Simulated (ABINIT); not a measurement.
Entries from a set of simulations; values are calculated unless marked as measured.

```
Quasiparticle gap of CaC2 (Immm) in ABINIT
1.0
    -1.89488    2.44326    2.68013
     1.89488   -2.44326    2.68013
     1.89488    2.44326   -2.68013
Ca C
1 2
Direct
  0.00000 0.00000 0.00000
  0.37124 0.50000 0.87124
  0.62876 0.50000 0.12876
# method: RPA screening on PBEsol, plane waves, norm-conserving pseudopotentials (and 2 further levels or steps)
# program: ABINIT 10.8.3
# settings: cutoff 37 Ha, PseudoDojo scalar-relativistic 0.4.1 standard, norm-conserving, ngkpt (4, 4, 4), nband 29, ecuteps 3.2 Ha, inclvkb 2, shiftk (0, 0, 0), symchi 1, awtr 1, frequency ppm, 4×4×4 k-mesh
# cost: 5 runs, 18 min in all on 4 MPI ranks of AMD EPYC 7571, shared host
# notes: The program’s warnings: nkpt*nsppol () is not a multiple of nproc spkpt (). The cell and positions are those that the Materials Project relaxed with its own functionals (PBE, PBE+U or r2SCAN), kept fixed. The 4×4×4 mesh is coarse for this cell, which bears on the long-range parts of exchange and screening.
# PBEsol gap: 2.29 eV, indirect
# G0W0 gap on the mesh: 4.39 eV
# GW settings: 4×4×4 mesh, 29 bands, screening to 87.1 eV, Godby-Needs plasmon pole
# known limits: short of the basis limit; coarse k mesh
```

[Long decimals in the printed logs are rounded to 6 places.]

[Logs are printed without paths, hosts, clocks, repeated set-up lines and the standing remarks that a program may print on its own settings, such as how far it seeks lower states.]

[Paths, hosts, dates, memory and timing lines, banners, echoed tables and standing remarks are left out of the program output; an Ansatz launch command may be rebuilt from the run's recorded settings. Measured values are a selection of at most five: reports struck by readers or far from the other reports are left out. None is set beside runs whose start may be inverted or whose files or cutoffs have a known fault.]

[Runs of the session that timed out or met a known fault of the program may be left out.]

[Hosts, paths, dates, database ids (printed as entryN), source tags and the programs' standing remarks are cut or masked in the printed files.]

[G0W0 gaps are taken among the corrected bands and points alone; a level outside them can change the order at an edge.]

[Where Ansatz stands beside ABINIT at settings called matched, ABINIT's density can come from a denser mesh and the files from another edition; pairs whose starting gaps differed by over 0.03 eV were left out, so agreement reads better than it is.]
